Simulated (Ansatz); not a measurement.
# MoS3 (built on the sites of a database entry of WO3): following an unstable mode, part 3 of 3

Which phase does MoS3 (built on the sites of a database entry of WO3) fall into along its unstable mode, and how much energy does it gain?

Ansatz 0.2.0; DFT PBEsol, scalar-relativistic, plane waves, PseudoDojo norm-conserving pseudopotentials.

So far. Step 5 (Energy along the mode, all amplitudes (two of the runs …): The lowest of the steps tried is at 0.22 Å, 9.59 meV/atom below the parent; the bottom of the well need not coincide with a step. Step 7 (The new phase in its own primitive cell): The largest force component left is 0.71 meV/Å and the pressure is 0.006 GPa, within the tolerances set. The cell now holds 24.77 Å³/atom. The relaxed cell has a = 6.492, c = 4.701 Å (conventional setting).

The structure was built from a prototype and need not be the compound's stable phase.

## Step 8: Modes of the new phase, k-mesh 6×6×8

A relaxed structure may still be a saddle point, so its zone-centre modes are computed. No field response is asked, since the mesh shows no gap.

input.yaml

```yaml
crystal:
  lattice:
    - [6.4918230434, 0.0, 0.0]
    - [0.0, 6.4918230434, 0.0]
    - [0.0, 0.0, 4.7013196377]
  atoms:
    - { symbol: Mo, position: [0.0, 0.5, 0.9320334561] }
    - { symbol: Mo, position: [0.5, 0.0, 0.0679665439] }
    - { symbol: S, position: [0.25, 0.25, 0.0] }
    - { symbol: S, position: [0.75, 0.75, 0.0] }
    - { symbol: S, position: [0.75, 0.25, 0.0] }
    - { symbol: S, position: [0.25, 0.75, 0.0] }
    - { symbol: S, position: [0.5, 0.0, 0.5332610176] }
    - { symbol: S, position: [0.0, 0.5, 0.4667389824] }
kpoints:
  mp_grid: { grid: [6, 6, 8] }
hamiltonian:
  xc: pbesol
  pseudopotentials: { kind: nc, accuracy: standard }
scf:
  occupations: { method: methfessel_paxton, width: 0.15 }
output:
  eigenvalues: true
phonons:
  method: dfpt
```

On the command line:

```sh
ansatz run input.yaml --threads 4 --pin off --max-ram 7168MiB --backend cpu --events-out ev --progress --plain --runs-dir out
```

Numbers of over 12 decimals in the logs are rounded to 6 here.

Log:

```text
Engine: ansatz 0.2.0, aarch64-unknown-linux-gnu
Pseudopotentials: kind: nc
Pseudopotential: Mo, nc, valence charge 14, recommended cutoff 1088.45545 eV (normal), Mo.nc.azcp (PseudoDojo's, or run here from an input of PseudoDojo's; its table is named by hamiltonian.pseudopotentials.accuracy)
Pseudopotential: S, nc, valence charge 6, recommended cutoff 707.496042 eV (normal), S.nc.azcp (PseudoDojo's, or run here from an input of PseudoDojo's; its table is named by hamiltonian.pseudopotentials.accuracy)
Functional definition: PBEsol
  exchange = pbesol_x
  correlation = pbesol_c
Crystal: 8 atoms, lattice volume = 198.131 Å³
Basis set: ecut = 1088.45545 eV, 16181 PW (Γ), exchange–correlation on 144×144×108 points (8 copies of the dense FFT grid, shifted against one another)
Bands: 40, of which v1, the nominal top of the filled ones, is band 32 counted from 1 (31 counted from 0)
Symmetry: 16 space group operations
k-points: 148 of 288 (irreducible under 1 space group operation, time reversal used)
Non-local potential: Mo, projectors of the file, l = 0: 2, l = 1: 2, l = 2: 2
Non-local potential: S, projectors of the file, l = 0: 2, l = 1: 2, l = 2: 2
Initial density: superposition of atomic densities (chi_scale 0.1, normalization cell, long waves kept (reshape's long-wave potential 0.00 eV rms))
Initial wavefunctions: pseudopotential atomic-orbital guess
Functional: x = pbesol(κ = 0.804, μ = 0.123457), c = pbesol(β = 0.046)
SCF iter   1: F=—  HF=-5625.908262 eV  |F-HF|=—  |Δ(HF+E_count)|=         —  Δρ=6.68e-2  dr2=1.35e1  ethr=3.10e-3  ⟨swp⟩=8.1  Hψ=30367  notcnv=0
preconditioner: auto → LDOS  [metal: Δε(μ)=0.011 eV  Ē_g=7.458 eV  σ=0.150 eV  W_gap=0.06  n_scr=38 (ndim 8)  ℏωp=18.3 eV  f_vac=0.101  D(μ)=3.53/eV (n_scr^D=18)  β→1.0]
SCF iter   2: F=—  HF=-5624.922513 eV  |F-HF|=—  |Δ(HF+E_count)|=   9.86e-1  S|Δr|=    0.00e0  Δρ=5.33e-2  dr2=1.15e1  ethr=3.10e-3  ⟨swp⟩=4.4  Hψ=17557  notcnv=0  defer=219
SCF iter   3: F=—  HF=-5623.579726 eV  |F-HF|=—  |Δ(HF+E_count)|=    1.34e0  S|Δr|=    0.00e0  Δρ=8.50e-3  dr2=1.36e-1  ethr=3.10e-3  ⟨swp⟩=4.2  Hψ=12669  notcnv=0  defer=217
SCF iter   4: F=—  HF=-5623.550564 eV  |F-HF|=—  |Δ(HF+E_count)|=   2.92e-2  S|Δr|=    0.00e0  Δρ=1.70e-3  dr2=9.53e-3  ethr=2.12e-4  ⟨swp⟩=2.3  Hψ=11206  notcnv=0  defer=180
SCF iter   5: F=—  HF=-5623.549403 eV  |F-HF|=—  |Δ(HF+E_count)|=   1.16e-3  S|Δr|=    0.00e0  Δρ=4.54e-4  dr2=6.32e-4  ethr=1.49e-5  ⟨swp⟩=2.3  Hψ=9126  notcnv=0  defer=180
SCF iter   6: F=—  HF=-5623.549343 eV  |F-HF|=—  |Δ(HF+E_count)|=   6.03e-5  S|Δr|=    0.00e0  Δρ=6.33e-5  dr2=6.31e-6  ethr=9.88e-7  ⟨swp⟩=2.4  Hψ=8303  notcnv=0  defer=180
SCF iter   7: F=—  HF=-5623.549348 eV  |F-HF|=—  |Δ(HF+E_count)|=   5.15e-6  S|Δr|=    0.00e0  Δρ=1.55e-5  dr2=8.24e-7  ethr=9.85e-9  ⟨swp⟩=2.8  Hψ=11514  notcnv=0  defer=180
SCF iter   8: F=—  HF=-5623.549632 eV  |F-HF|=—  |Δ(HF+E_count)|=   2.85e-4  S|Δr|=    0.00e0  Δρ=4.38e-6  dr2=6.15e-8  ethr=1.29e-9  ⟨swp⟩=2.1  Hψ=8613  notcnv=0  defer=180
SCF iter   9: F=—  HF=-5623.549632 eV  |F-HF|=—  |Δ(HF+E_count)|=   7.17e-9  S|Δr|=    0.00e0  Δρ=1.53e-6  dr2=8.51e-9  ethr=9.61e-11  ⟨swp⟩=2.5  Hψ=10087  notcnv=0  defer=180
SCF iter  10: F=—  HF=-5623.549632 eV  |F-HF|=—  |Δ(HF+E_count)|=   1.00e-9  S|Δr|=    0.00e0  Δρ=2.96e-7  dr2=2.71e-10  ethr=1.33e-11  ⟨swp⟩=2.2  Hψ=8121  notcnv=0  defer=180
SCF iter  11: F=-5623.549632 eV  HF=-5623.549632 eV  |F-HF|=0.00e0  |Δ(HF+E_count)|=  2.91e-11  S|Δr|=    0.00e0  Δρ=3.67e-8  dr2=1.06e-12  ethr=1.00e-12  ⟨swp⟩=14.9  Hψ=44733  notcnv=0
SCF 1 converged in 11 iterations: F = -5623.549632 eV  dr2 = 1.06e-12
DFPT response loops at Γ: preconditioner auto → Kerker (q_TF=auto, 2.260 Å⁻¹) (partly filled bands, converged f_vac=0.140); β = 1.00, the filter's whole step (`scf.mixing.beta` (0.50) is not read by the response loops under this deck's `scf.mixing.preconditioner`; to damp them name `kerker` or `kerker_dos`, under which they read `scf.mixing.beta`, and type it under 1.00, their step now; both keys bind the ground state too); Broyden in place of MSR1
the run's response loops start from zero, take more passes and end by a threshold: the memory limit or budget leaves too little room for the subspace of the ground state's own states beside the solves, or none could be made (phonons.method)
```

Wall time 5.5 min (4 threads of Arm Neoverse V2, shared host); peak memory 5.2 GiB.

The run was cut off at the time limit after its SCF cycle had converged; no result of it is taken.

The program's message: “Warning: RAYON_NUM_THREADS=4 ignore”

## Step 9: The phases reached

The phases reached along the modes that were followed are set side by side.

Energies are those of the first relaxation, on the mesh of the frozen mode; space group, volume and gap are those of the last relaxation. Phases, by row:

```csv
mode frozen in,space group,energy from parent (meV/atom),volume (Å³/atom),gap on mesh (eV),lowest zone-centre optical mode (cm⁻¹),largest shift (Å)
parent,Pm-3m,0,24.81,0,–,–
"q = (-0.5, -0.5, -0.5), 218i cm⁻¹",I4/mmm,-2.11,24.94,0.082,–,0.062
"q = (-0.5, -0.5, -0.5), 218i cm⁻¹",I4/mcm,-2.23,24.95,0.112,–,0.056
"q = (-0.5, -0.5, -0.5), 218i cm⁻¹",I4/mcm,-2.23,24.95,0.113,–,0.057
"q = (0, -0.5, -0.5), 73i cm⁻¹",P4/nmm,-14.19,24.77,0,–,0.32
```

## Step 10: Summary of results

| Property | Result |
| --- | --- |
| unstable mode of the parent | q = (0, -0.5, -0.5), 74i cm⁻¹ |
| depth at the lowest point sampled | 9.59 meV/atom |
| largest atomic shift at that point | 0.22 Å |
| space group reached (within 0.01 Å) | P4/nmm |
| energy gained over the parent (first relaxation, on the mesh of the frozen mode) | 14.2 meV/atom |
| volume per atom, phase reached | 24.8 Å³ |

**Reading.** Along this mode the structure falls into P4/nmm, 14.2 meV/atom below the parent. At the parent's cell the well is 9.59 meV/atom deep on the steps tried, with its lowest point at a shift of 0.22 Å. Relaxing atoms and cell changes the gain by +4.60 meV/atom against the lowest step (energies at zero smearing). The modes of the phase reached were not computed on this path. Of the 4 patterns followed to their end from this parent, this one reaches the lowest energy. Each path keeps the symmetry of its pattern, so a lower phase may lie along a pattern not tried. With no gap, or one that is small against the smearing, the frequencies hang on the k mesh and the smearing, most of all near Kohn anomalies. A phonon run warned that its eigensolver left some bands unconverged in a pass. The starting cell was built on a prototype and not taken from a measurement, so the phase need not exist.

[Logs are printed without paths, hosts, clocks, repeated set-up lines and the standing remarks that a program may print on its own settings, such as how far it seeks lower states.]

[Hosts, paths, dates, database ids (printed as entryN), source tags and the programs' standing remarks are cut or masked in the printed files.]
